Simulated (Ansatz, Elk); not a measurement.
**Bonding as seen by X-rays: Mg2B4Ru**

The structure of Mg2B4Ru used here is made up (a known structure type with other elements) and was relaxed beforehand with r2SCAN. The aim is the Fourier transform of its all-electron density, F(hkl), set beside the sum over free spherical atoms that refinements use.

Calculated with Elk 11.2.3 (patched build); DFT, PBE, all-electron APW+lo, Dirac cores, scalar-relativistic bands, static density, no spin.

This account leaves out most program logs.

The structure was built from a prototype and need not be the compound's stable phase.

## (1) Starting point

The structure is orthorhombic, space group Immm (No. 71). The conventional cell has a = 3.035 Å, b = 3.373 Å, c = 14.088 Å, α = 90.00°, β = 90.00°, γ = 90.00°. Ru has 12 B at 2.37 to 2.44 Å nearest. Nearest to Mg lie 7 B at 2.38 to 2.82 Å. Nearest to B lie 3 B at 1.71 to 1.77 Å and 2 Mg at 2.38 Å and 4 Ru at 2.44 Å. Nearest to B lie 2 B at 1.71 Å and 2 Ru at 2.37 Å and 5 Mg at 2.44 to 2.82 Å. Farther neighbours are not listed.

## (2) Ground state and structure factors

An all-electron density is needed, since X-rays see the cores too. Task 0 finds the density and task 195 Fourier-transforms it; tshift is off so that phases refer to the origin typed.

elk.in

```
tasks
  0
  195

xctype
  20

spinpol
  .false.

rgkmax
  7.0

gmaxvr
  14.0

lmaxo
  7

lmaxapw
  8

swidth
  0.002

tshift
  .false.

ramdisk
  .false.

hmaxvr
  5.5

maxscl
  120

epspot
  1e-06

sppath
  './'

avec
  -2.86800288606 3.18727974313 13.31153218632
  2.86800288606 -3.18727974313 13.31153218632
  2.86800288606 3.18727974313 -13.31153218632

atoms
  3
  'Ru.in'
  1
  0.0000000000 0.5000000000 0.5000000000   0.000000 0.000000 0.000000
  'Mg.in'
  2
  0.8184443646 0.8184443646 0.0000000000   0.000000 0.000000 0.000000
  0.1815556354 0.1815556354 0.0000000000   0.000000 0.000000 0.000000
  'B.in'
  4
  0.5627627548 0.0627627548 0.5000000000   0.000000 0.000000 0.000000
  0.4372372452 0.9372372452 0.5000000000   0.000000 0.000000 0.000000
  0.6185120897 0.6185120897 0.0000000000   0.000000 0.000000 0.000000
  0.3814879103 0.3814879103 0.0000000000   0.000000 0.000000 0.000000

ngridk
  10 10 10
```

Started as:

```bash
$ OMP_NUM_THREADS=4 elk
```

Elapsed: 3.2 min, on 4 threads of Arm Neoverse V1, shared host; peak memory 0.24 GiB.

SFACRHO.OUT:

```text

h k l indices transformed by vhmat matrix:
   1.000000000       0.000000000       0.000000000    
   0.000000000       1.000000000       0.000000000    
   0.000000000       0.000000000       1.000000000    

      h      k      l  multipl.   |H|            Re(F)            Im(F)           |F|

      0      0      0      1   0.0000000       87.999998     -0.15485442E-15   87.999998    
     -1     -1      1      2  0.47201068       34.918912      0.12665120E-14   34.918912    
      2      2     -2      2  0.94402135       28.011116     -0.15831400E-14   28.011116    
      0      1     -1      4   1.0135263       33.882276      0.44327921E-14   33.882276    
     -1      0      1      4   1.1205294      -27.927795      0.54882188E-14   27.927795    
     -1     -2      2      4   1.2135995       20.366425      0.15620315E-13   20.366425    
     -2     -1      2      4   1.3042907      -46.047649      0.13298376E-13   46.047649    
      3      3     -3      2   1.4160320       43.212423      0.36728849E-13   43.212423    
      1     -1      0      4   1.4735755      -16.895138     -0.10446665E-13   16.895138    
      3      2     -2      4   1.5375305       53.223530      0.13509462E-13   53.223530    
      1      1     -2      8   1.5473263      -47.064177     -0.12242950E-13   47.064177    
      2      3     -2      4   1.6100778      -16.944949     -0.63325602E-14   16.944949    
      3      1     -2      8   1.7500289      -38.146944     -0.54882188E-14   38.146944    
     -4     -4      4      2   1.8880427       15.739491      0.29868575E-13   15.739491    
      3      4     -4      4   1.9237371       30.214096     -0.84434135E-15   30.214096    
     -1      1     -1      2   1.9713316       53.253424      0.34874784E-14   53.253424    
      3      4     -3      4   1.9821996      -37.334177     -0.27441094E-14   37.334177    
     -2      0      0      4   2.0270526       23.187396     -0.29551947E-14   23.187396
```

Elk indexes on the primitive cell of elk.in and gives |H| = 4π sin θ/λ in inverse bohr. Below, one row stands for each form hkl of the conventional cell (m members, Friedel mates merged), F is for one primitive cell and the density is static (no thermal factor). Free-atom factors are Waasmaier and Kirfel's, and R is Σm||F|−|F'||/Σm|F|.

```csv
hkl,m,sin θ/λ (Å⁻¹),"abs F, DFT",neutral atoms,diff.
002,2,0.071,34.919,34.771,+0.148
004,2,0.142,28.011,28.741,-0.730
011,4,0.152,33.882,34.826,-0.944
101,4,0.169,27.928,28.068,-0.140
013,4,0.182,20.366,20.188,+0.178
103,4,0.196,46.048,46.754,-0.706
006,2,0.213,43.212,43.939,-0.726
110,4,0.222,16.895,16.991,-0.096
015,4,0.231,53.224,53.180,+0.044
112,8,0.233,47.064,47.091,-0.027
105,4,0.242,16.945,17.017,-0.072
114,8,0.263,38.147,38.294,-0.147
008,2,0.284,15.739,15.806,-0.066
017,4,0.289,30.214,30.216,-0.002
020,2,0.296,53.253,52.996,+0.258
107,4,0.298,37.334,37.510,-0.176
022,4,0.305,23.187,23.088,+0.099
116,8,0.307,15.201,15.242,-0.041
024,4,0.329,22.622,22.756,-0.135
200,2,0.329,49.801,50.134,-0.334
202,4,0.337,21.934,21.993,-0.059
121,8,0.341,21.531,21.578,-0.047
```

## (3) The highest occupied states alone

An energy window below the Fermi level keeps the highest occupied states, to see at which angles they scatter; shallow core shells can lie inside it and anion s states outside. No new self-consistency is needed.

elk.in: that of step 2 with these lines changed.

```diff
@@ -1,3 +1,2 @@
 tasks
-  0
   195
@@ -40,2 +39,5 @@
 
+wsfac
+  -0.042040 0.625450
+
 sppath
```

Started as:

```bash
$ OMP_NUM_THREADS=4 elk
```

It took 11 s on 4 threads; peak memory 0.18 GiB.

States within 10 eV below the Fermi level hold 20.82 electrons; any levels below the window count with the cores, and a count that is not whole means the window cuts a band. Their amplitudes can exceed the total, where window and core parts have opposite phase:

```csv
hkl,sin θ/λ (Å⁻¹),"abs F, window","abs F, all"
002,0.071,7.724,34.919
004,0.142,1.105,28.011
011,0.152,0.129,33.882
101,0.169,3.144,27.928
013,0.182,3.823,20.366
103,0.196,0.788,46.048
006,0.213,0.899,43.212
110,0.222,2.064,16.895
015,0.231,3.023,53.224
112,0.233,2.490,47.064
```

## (4) Another try

In this try the input is made faulty on purpose, to show what that does.

The input is changed as shown.

elk.in: that of step 3 with these lines changed.

```diff
@@ -1,2 +1,3 @@
 tasks
+  0
   195
@@ -10,3 +11,3 @@
 rgkmax
-  7.0
+  3.5
 
@@ -34,3 +35,3 @@
 maxscl
-  120
+  60
 
@@ -38,5 +39,2 @@
   1e-06
-
-wsfac
-  -0.042040 0.625450
```

Started as:

```bash
$ OMP_NUM_THREADS=4 elk
```

It took 98 s on 4 threads; peak memory 0.22 GiB.

The run finished. A setting was moved off its sound value on purpose, so it serves as a test and not as the result.

The fault put into the input: a cutoff far too low.

Its structure factors differ from the first run's by R = 0.2 %.

## (5) Another functional

The difference from free atoms is small, so it is set against the change that LDA (Perdew-Wang) makes.

elk.in: that of step 4 with these lines changed.

```diff
@@ -5,3 +5,3 @@
 xctype
-  20
+  3
 
@@ -11,3 +11,3 @@
 rgkmax
-  3.5
+  7.0
 
@@ -35,3 +35,3 @@
 maxscl
-  60
+  120
```

Started as:

```bash
$ OMP_NUM_THREADS=4 elk
```

The job ended after 2.2 min (4 threads; peak memory 0.2 GiB).

Against the first run R = 0.08 %; the largest change is -0.049 at 400.

## (6) Basis size

A smaller basis shows how fast F responds to it; the change is likely larger than the basis error of the first run, but doesn't show convergence.

elk.in: that of step 5 with these lines changed.

```diff
@@ -5,3 +5,3 @@
 xctype
-  3
+  20
 
@@ -11,3 +11,3 @@
 rgkmax
-  7.0
+  5.5
```

Started as:

```bash
$ OMP_NUM_THREADS=4 elk
```

Wall time 2.1 min (4 threads); peak memory 0.22 GiB.

Against the first run R = 0.04 %; the largest change is -0.045 at 200.

## (7) Settings against the effect

```csv
run,R against the first run (%),"R against neutral atoms, low angle (%)",wall time
"PBE, rgkmax 7",0.00,0.68,3.2 min
LDA (Perdew-Wang),0.08,0.68,2.2 min
rgkmax 5.5,0.04,0.68,2.1 min
```

## (8) Results

- R against neutral atoms, sin θ/λ < 0.3 Å⁻¹: 0.68 %
- R against neutral atoms, 0.3 to 0.70 Å⁻¹: 0.39 %

In words: Independent neutral atoms miss the calculated amplitudes by R = 0.68 % below 0.3 Å⁻¹ and 0.39 % from there to 0.70 Å⁻¹; by shells, 1.39 % below 0.15 Å⁻¹ (2 forms), 0.63 % 0.15 to 0.3 (14 forms), 0.41 % 0.3 to 0.45 (29 forms), 0.39 % above 0.45 (104 forms). Bonding, aspherical density and the tables' own atoms all enter these figures, and the runs don't part them. The largest change of an amplitude is -0.94 electrons, at 011. The window's part falls from 20.8 electrons at the origin to at most 0.29 between 0.45 and 0.70 Å⁻¹. Below 0.3 Å⁻¹ the changes that finished (LDA (Perdew-Wang) and rgkmax 5.5) move F by R = 0.03 % at most, against the 0.68 % that separates it from free atoms. The k-mesh has no finished test. These runs have no spin, though d or f shells may be open. Part of the difference isn't bonding: the tables are fits to free atoms and ions calculated by other methods than this functional. Thermal motion, anomalous dispersion and extinction are left out.

[Logs are printed without paths, hosts, clocks, repeated set-up lines and the standing remarks that a program may print on its own settings, such as how far it seeks lower states.]

[Hosts, paths, dates, database ids (printed as entryN), source tags and the programs' standing remarks are cut or masked in the printed files.]
